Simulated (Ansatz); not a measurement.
# What AgB (built on the sites of a database entry of InAg) distorts into

Wanted: the energy along a soft mode of AgB (built on the sites of a database entry of InAg) and the structure at the end.

Program: Ansatz 0.2.0. Level of theory: DFT PBEsol, scalar-relativistic, plane waves, PAW. Results are calculated unless marked as measured.

This is a report of a sequence of runs, with most program output left out.

The structure was built from a prototype and need not be the compound's stable phase.

### Step 1. The structure

The structure is cubic, space group Pm-3m (No. 221). The conventional cell has a = 2.861 Å, b = 2.861 Å, c = 2.861 Å, α = 90.00°, β = 90.00°, γ = 90.00°. B has 8 Ag at 2.48 Å nearest. Nearest to Ag lie 8 B at 2.48 Å. Farther neighbours are not listed.

Structure file:

```cif
data_structure
_symmetry_space_group_name_H-M 'Pm-3m'
_symmetry_Int_Tables_number 221
_cell_length_a 2.8609
_cell_length_b 2.8609
_cell_length_c 2.8609
_cell_angle_alpha 90.000
_cell_angle_beta 90.000
_cell_angle_gamma 90.000
_cell_volume 23.42
loop_
_atom_site_label
_atom_site_type_symbol
_atom_site_symmetry_multiplicity
_atom_site_Wyckoff_symbol
_atom_site_fract_x
_atom_site_fract_y
_atom_site_fract_z
_atom_site_occupancy
B1 B 1 b 0.50000 0.50000 0.50000 1
Ag1 Ag 1 a 0.00000 0.00000 0.00000 1
```

### Step 2. Phonons on a q mesh

The cell comes from relaxations at this level that are not shown. Stability and thermal properties need the whole zone. Linear response on a 4×4×4 q mesh gives force constants as far as a supercell of that size would.

input.yaml

```yaml
crystal:
  lattice:
    - [2.8609203463, 0.0, 0.0]
    - [0.0, 2.8609203463, 0.0]
    - [0.0, 0.0, 2.8609203463]
  atoms:
    - { symbol: B, position: [0.5, 0.5, 0.5] }
    - { symbol: Ag, position: [0.0, 0.0, 0.0] }
kpoints:
  mp_grid: { grid: [16, 16, 16] }
hamiltonian:
  xc: pbesol
scf:
  occupations: { method: methfessel_paxton, width: 0.2 }
output:
  eigenvalues: true
phonons:
  method: dfpt
  qmesh: [4, 4, 4]
  temperatures: { t_max: 1000, t_step: 50 }
  qpath:
    path:
      - [[0.0, 0.0, 0.0], [0.0, 0.5, 0.0], [0.5, 0.5, 0.0], [0.0, 0.0, 0.0], [0.5, 0.5, 0.5], [0.0, 0.5, 0.0]]
      - [[0.5, 0.5, 0.5], [0.5, 0.5, 0.0]]
    npoints: 10
```

Run with:

```bash
$ ansatz run input.yaml --threads 4 --pin off --max-ram 7168MiB --backend cpu --events-out ev --progress --plain --runs-dir out
```

Wall time 8.6 min (4 threads of Arm Neoverse N1, shared host); peak memory 2 GiB; 33 min of CPU time.

Numbers from this step:

| Quantity | Value |
| --- | --- |
| volume per atom | 11.71 Å³ |
| gap on the k-mesh | 0 eV |
| sum-rule residual before enforcement | 9.23e-6 eV/Å² |
| lowest frequency on the path | -141.7 cm⁻¹ |
| point group | m-3m |
| highest frequency on the path or at a solved wavevector | 304.7 cm⁻¹ |
| highest optical mode at the zone centre (no LO-TO term) | 187.5 cm⁻¹ |
| lowest optical zone-centre mode | 187.5 cm⁻¹ |
| lowest mode on the q mesh (acoustic modes at Γ apart) | -141.7 cm⁻¹ |

Frequencies (cm⁻¹) solved at each irreducible wavevector; negative means imaginary. Frequencies by wavevector, by row:

```csv
q in reciprocal lattice units,star,mode 1,mode 2,mode 3,mode 4,mode 5,mode 6
0 0 0,1,0,0,0,187.5,187.5,187.5
0 0 0.25,6,-12.4,-12.4,119.3,190.3,190.3,217.5
0 0 -0.5,3,40.1,40.1,168.1,187.8,187.8,274.4
0 0.25 0.25,12,42.4,52.3,118.7,206.6,215.7,238.4
0 0.25 -0.5,12,64.5,91.6,113.1,228.3,238.4,239.4
0 -0.5 -0.5,3,-54,-54,67.5,235.9,235.9,250.3
0.25 0.25 0.25,8,-21.3,-21.3,116.2,195.3,195.3,304.7
0.25 0.25 -0.5,12,-49.1,110.5,113.5,156.4,189.9,266.5
0.25 -0.5 -0.5,6,-112.7,-112.7,117.3,181.8,192.3,192.3
-0.5 -0.5 -0.5,1,-141.7,-141.7,-141.7,148.7,148.7,148.7
```

Interpolated from a 4×4×4 q mesh. Phonon branches along the path, in cm⁻¹:

```csv
point,branch 1,branch 2,branch 3,branch 4,branch 5,branch 6
Γ,0,0,0,188,188,188
halfway,-12,-12,119,190,190,218
X,40,40,168,188,188,274
halfway,64,92,113,228,238,239
M,-54,-54,68,236,236,250
halfway,42,52,119,207,216,238
Γ,0,0,0,188,188,188
halfway,-21,-21,116,195,195,305
R,-142,-142,-142,149,149,149
halfway,-49,110,114,156,190,266
X,40,40,168,188,188,274
jump to R,-142,-142,-142,149,149,149
halfway,-113,-113,117,182,192,192
M,-54,-54,68,236,236,250
```

Symmetry leaves 10 wavevectors to solve. The lowest mode among them, the acoustic zeros apart, lies at q = (-0.5, -0.5, -0.5) and is imaginary, 141.7i cm⁻¹, so the energy falls along it.

### Step 3. The mode frozen in, largest atomic shift 0 Å

The mode followed lies at q = (-0.5, -0.5, -0.5) with frequency 141.7i cm⁻¹ and is 3-fold degenerate, the softest among the wavevectors solved. At small amplitude the distorted cell has space group no. 139 by a symmetry search on the positions. The undistorted cell that holds it gives the zero of energy on the same k mesh.

System of this step: AgB (built on the sites of a database entry of InAg). Symmetry: Pm-3m, No. 221, cubic system. The conventional cell has a = 2.861 Å, b = 2.861 Å, c = 2.861 Å, α = 90.00°, β = 90.00°, γ = 90.00°. Nearest to B lie 8 Ag at 2.48 Å. Nearest to Ag lie 8 B at 2.48 Å. Farther neighbours are not listed.

input.yaml

```yaml
crystal:
  lattice:
    - [2.8609203463, 2.8609203463, 0.0]
    - [2.8609203463, 0.0, 2.8609203463]
    - [2.8609203463, 0.0, -2.8609203463]
  atoms:
    - { symbol: B, position: [0.5, 0.25, 0.75] }
    - { symbol: B, position: [0.5, 0.75, 0.25] }
    - { symbol: Ag, position: [0.0, 0.0, 1.0] }
    - { symbol: Ag, position: [0.0, 0.5, 0.5] }
kpoints:
  mp_grid: { grid: [14, 14, 14] }
hamiltonian:
  xc: pbesol
scf:
  occupations: { method: methfessel_paxton, width: 0.2 }
output:
  forces: true
  stress: true
  eigenvalues: true
```

It took 2.8 s on 4 threads; peak memory 0.39 GiB.

This step gave:

```
pressure                         : 0.08116 GPa
energy from the undistorted cell : 0 meV/atom
```

The run ends at a pressure of 0.08 GPa.

### Step 4. The mode frozen in, largest atomic shift 0.6 Å

The atoms are moved along the unstable eigenvector, the largest shift by 0.6 Å, with the cell fixed.

input.yaml, the sections that differ from step 3:

```yaml
crystal:
  lattice:
    - [2.8609203463, 2.8609203463, 0.0]
    - [2.8609203463, 0.0, 2.8609203463]
    - [2.8609203463, 0.0, -2.8609203463]
  atoms:
    - { symbol: B, position: [0.5, 0.1451386394, 0.6451386394] }
    - { symbol: B, position: [0.5, 0.8548613606, 0.3548613606] }
    - { symbol: Ag, position: [0.0, 0.0, 1.0] }
    - { symbol: Ag, position: [0.0, 0.5, 0.5] }
# kpoints, hamiltonian, scf, output: as in step 3
```

Elapsed: 7.9 s, on 4 threads; peak memory 0.51 GiB; 30 s of CPU time.

This step gave:

* pressure: 17.68 GPa
* energy from the undistorted cell: -76.76 meV/atom

The energy, extrapolated to zero smearing, is -76.76 meV/atom against the undistorted cell.

The run ends at a pressure of 17.68 GPa, with forces up to 1.1 eV/Å.

### Step 5. Energy along the mode, all amplitudes (two of the runs are shown above)

An imaginary frequency means negative curvature, so the energy should fall and then rise again as anharmonic terms take over.

This step gave:

```
depth at the lowest point sampled  : 76.76 meV/atom
largest atomic shift at that point : 0.6 Å
```

Table of energy from the parent by largest atomic shift:

```csv
largest atomic shift (Å),energy from the parent (meV/atom)
0.000,0
0.040,-0.474
0.080,-1.64
0.140,-4.55
0.220,-11.1
0.320,-28.5
0.450,-69.8
0.600,-76.8
```

Displacement at unit largest shift by atom:

```csv
atom,x (Å),y (Å),z (Å),size
B1,-1.00,0.00,0.00,1.00
B2,1.00,0.00,0.00,1.00
Ag3,0.00,0.00,0.00,0.00
Ag4,0.00,0.00,0.00,0.00
```

The lowest of the steps tried is the last one, at 0.6 Å, 76.8 meV/atom below the parent; the bottom of the well need not coincide with a step.

### Step 6. Relaxing from the distorted cell

Starting from the lowest point found, all atoms and the cell are let go, so that strain and other modes of the same symmetry can join in.

input.yaml, as its differences from that of step 4:

```diff
@@ -20 +20,6 @@
   eigenvalues: true
+relax:
+  adjacent_minimum: "off"
+  f_tol: 0.002
+  max_steps: 120
+  cell: { stress_tol: 0.03 }
```

Elapsed: 60 s, on 4 threads; peak memory 0.56 GiB; 3.9 min of CPU time.

Step by step:

```csv
step,energy less that of the first step (eV),largest force component (eV/Å),pressure (GPa),volume (Å³)
1,0.0000,1.0859,17.68,46.83
2,-0.4559,0.3865,4.86,49.05
3,-0.4875,0.1771,1.21,50.21
4,-0.4899,0.0657,0.15,50.37
5,-0.4902,0.0062,-0.04,50.53
6,-0.4902,0.0001,0.00,50.52
7*,-0.4947,0.0021,0.06,50.52
8,-0.4947,0.0001,0.00,50.55
9*,-0.4947,0.0001,0.00,50.55
```

Relaxation steps marked * repeat the geometry before them on a plane-wave basis chosen anew for their cell, so energy and pressure can jump there.

The run keeps the 16 symmetry operations that it works with, so distortions that break them were not tested.

```csv
"conventional cell, symmetrised",before,after,change
a (Å),4.046,4.314,+6.6 %
b (Å),4.046,4.314,+6.6 %
c (Å),5.722,5.433,-5.1 %
volume (Å³/atom),11.71,12.64,+7.9 %
```

The atoms that moved most (Å, as changes of fractional coordinates times the final cell):

```csv
atom,dx,dy,dz,length
B1,0.046,0.000,0.000,0.046
B2,-0.046,0.000,0.000,0.046
```

Final coordinates:

```xyz
4
Lattice="2.7163 3.0504 0.0000 2.7163 0.0000 3.0504 2.7163 0.0000 -3.0504" Properties=species:S:1:pos:R:3 pbc="T T T"
B     3.5507    1.5252   -1.5252
B     4.5980    1.5252    1.5252
Ag    2.7163    0.0000   -3.0504
Ag    2.7163    0.0000    0.0000
```

This step gave:

| Property | Result |
| --- | --- |
| pressure | 0.001564 GPa |
| volume per atom | 12.64 Å³ |

The distorted start has space group I4/mmm; the relaxation ends in I4/mmm.

### Step 7. The new phase in its own primitive cell

The relaxed structure is symmetrised, reduced to its primitive cell and relaxed tightly, as its phonons need.

input.yaml, the sections that differ from step 6:

```yaml
crystal:
  lattice:
    - [-2.1569545679, 2.1569545679, 2.7162557487]
    - [2.1569545679, -2.1569545679, 2.7162557487]
    - [2.1569545679, 2.1569545679, -2.7162557487]
  atoms:
    - { symbol: B, position: [0.8463912198, 0.8463912198, 0.0] }
    - { symbol: B, position: [0.1536087802, 0.1536087802, 0.0] }
    - { symbol: Ag, position: [0.5, 0.0, 0.5] }
    - { symbol: Ag, position: [0.0, 0.5, 0.5] }
relax:
  adjacent_minimum: "off"
  f_tol: 0.001
  max_steps: 60
  cell: { stress_tol: 0.01 }
# kpoints, hamiltonian, scf, output: as in step 6
```

Elapsed: 15 s, on 4 threads; peak memory 0.55 GiB.

Little changed from the start: no atom moved by 0.005 Å and no cell edge by 0.1 %.

This step gave:

```
pressure : 0.001553 GPa
```

The largest force component left is 0.11 meV/Å and the pressure is 0.002 GPa, within the tolerances set. The cell now holds 12.64 Å³/atom.

### Step 8. Modes of the new phase, k-mesh 14×14×14

A relaxed structure may still be a saddle point, so its zone-centre modes are computed. No field response is asked, since the mesh shows no gap.

input.yaml, as its differences from that of step 7:

```diff
@@ -17,9 +17,4 @@
 output:
-  forces: true
-  stress: true
   eigenvalues: true
-relax:
-  adjacent_minimum: "off"
-  f_tol: 0.001
-  max_steps: 60
-  cell: { stress_tol: 0.01 }
+phonons:
+  method: dfpt
```

The job ended after 2.8 min (4 threads; peak memory 1.7 GiB; 11 min of CPU time).

This step gave:

```
sum-rule residual before enforcement                    : 6.20e-5 eV/Å²
point group                                             : 4/mmm
highest optical mode at the zone centre (no LO-TO term) : 798.4 cm⁻¹
lowest optical zone-centre mode                         : -247.0 cm⁻¹
```

Patterns of degenerate modes are one choice out of their space. Modes at Γ, with each element's share of the kinetic energy (negative means imaginary):

```csv
mode,frequency (cm⁻¹),symmetry,B %,Ag %
1,-247.0,A2u,91,9
2,-110.2,Eu,14,86
3,-110.2,Eu,14,86
4,0.0,acoustic,9,91
5,0.0,acoustic,9,91
6,0.0,acoustic,9,91
7,181.4,B2u,0,100
8,312.9,Eg,100,0
9,312.9,Eg,100,0
10,382.8,Eu,77,23
11,382.8,Eu,77,23
12,798.4,A1g,100,0
```

Displacements in mode 1 (-247.0 cm⁻¹), the largest set to 1:
```
B1   0.00  0.00  1.00
B2   0.00  0.00  1.00
Ag3  0.00  0.00 -0.10
Ag4  0.00  0.00 -0.10
```

Displacements in mode 10 (382.8 cm⁻¹), the largest set to 1:
```
B1   0.07  1.00  0.00
B2   0.07  1.00  0.00
Ag3  0.00 -0.24  0.00
Ag4 -0.02  0.04  0.00
```

Before it was imposed, the acoustic sum rule was missed by 6.2e-5 eV/Å². Small misses are needed for a sound result but don't prove that mesh and cutoff are converged. The lowest optical mode is imaginary, 247.0i cm⁻¹, so the energy falls along it.

### Step 9. Results

```yaml
unstable_mode_of_the_parent: q = (-0.5, -0.5, -0.5), 142i cm⁻¹
depth_at_the_lowest_point_sampled: 76.8 meV/atom
largest_atomic_shift_at_that_point: 0.6 Å
space_group_reached_within_0p01_a: I4/mmm
energy_gained_over_the_parent_first_relaxation_on_the_mesh_of_the_frozen_mode: 200 meV/atom
volume_per_atom_phase_reached: 12.6 Å³
lowest_optical_zone_centre_mode_phase_reached: -247 cm⁻¹
highest_optical_mode_at_the_zone_centre_no_lo_to_term_phase_reached: 798 cm⁻¹
```

Along this mode the structure falls into I4/mmm, 200 meV/atom below the parent. At the parent's cell the well is 76.76 meV/atom deep on the steps tried, with its lowest point at a shift of 0.6 Å. That is the last step tried, so the steps alone don't bracket the bottom of the well. Relaxing atoms and cell changes the gain by +123.72 meV/atom against the lowest step (energies at zero smearing). Most of the total comes from this relaxation. The new phase still has an imaginary mode at the zone centre of its cell, so it is a saddle point on the way to a lower structure. Of the 5 patterns followed to their end from this parent, this one ends 715 meV/atom above the lowest, Imma. Each path keeps the symmetry of its pattern, so a lower phase may lie along a pattern not tried. With no gap, or one that is small against the smearing, the frequencies hang on the k mesh and the smearing, most of all near Kohn anomalies. The starting cell was built on a prototype and not taken from a measurement, so the phase need not exist.

[Logs are printed without paths, hosts, clocks, repeated set-up lines and the standing remarks that a program may print on its own settings, such as how far it seeks lower states.]

[Hosts, paths, dates, database ids (printed as entryN), source tags and the programs' standing remarks are cut or masked in the printed files.]
